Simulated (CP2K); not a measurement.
Two runs for the O K edge of trifluoromethyloxirane. Run A: CP2K XAS_TDP, all-electron GAPW, PBEh(45%), aug-cc-pVDZ, TDA, no relativity. Run B differs in one setting.

First lines with a strength over 0.0015. A:

| atom | energy (eV) | states | strength, one atom |
| --- | --- | --- | --- |
| O7 (bonded to 2 C) | 530.84 | 1 | 0.0425 |
|  | 531.04 | 1 | 0.0408 |
|  | 534.51 | 1 | 0.0096 |
|  | 534.64 | 1 | 0.0042 |
|  | 535.17 | 1 | 0.0043 |

B:

| atom | energy (eV) | states | strength, one atom |
| --- | --- | --- | --- |
| O7 (bonded to 2 C) | 535.61 | 1 | 0.0421 |
|  | 535.81 | 1 | 0.0404 |
|  | 539.29 | 1 | 0.0095 |
|  | 539.41 | 1 | 0.0041 |
|  | 539.94 | 1 | 0.0043 |

Question: Which was it: scalar relativity switched on, the basis, GW2X switched on, the functional?

GW2X switched on. GW2X shifts an atom's lines together and keeps their spacings. Against PBEh(45%) in aug-cc-pVDZ, the leading line moves by +4.77 eV, to 535.61 eV.

[Hosts, paths, dates, database ids (printed as entryN), source tags and the programs' standing remarks are cut or masked in the printed files.]
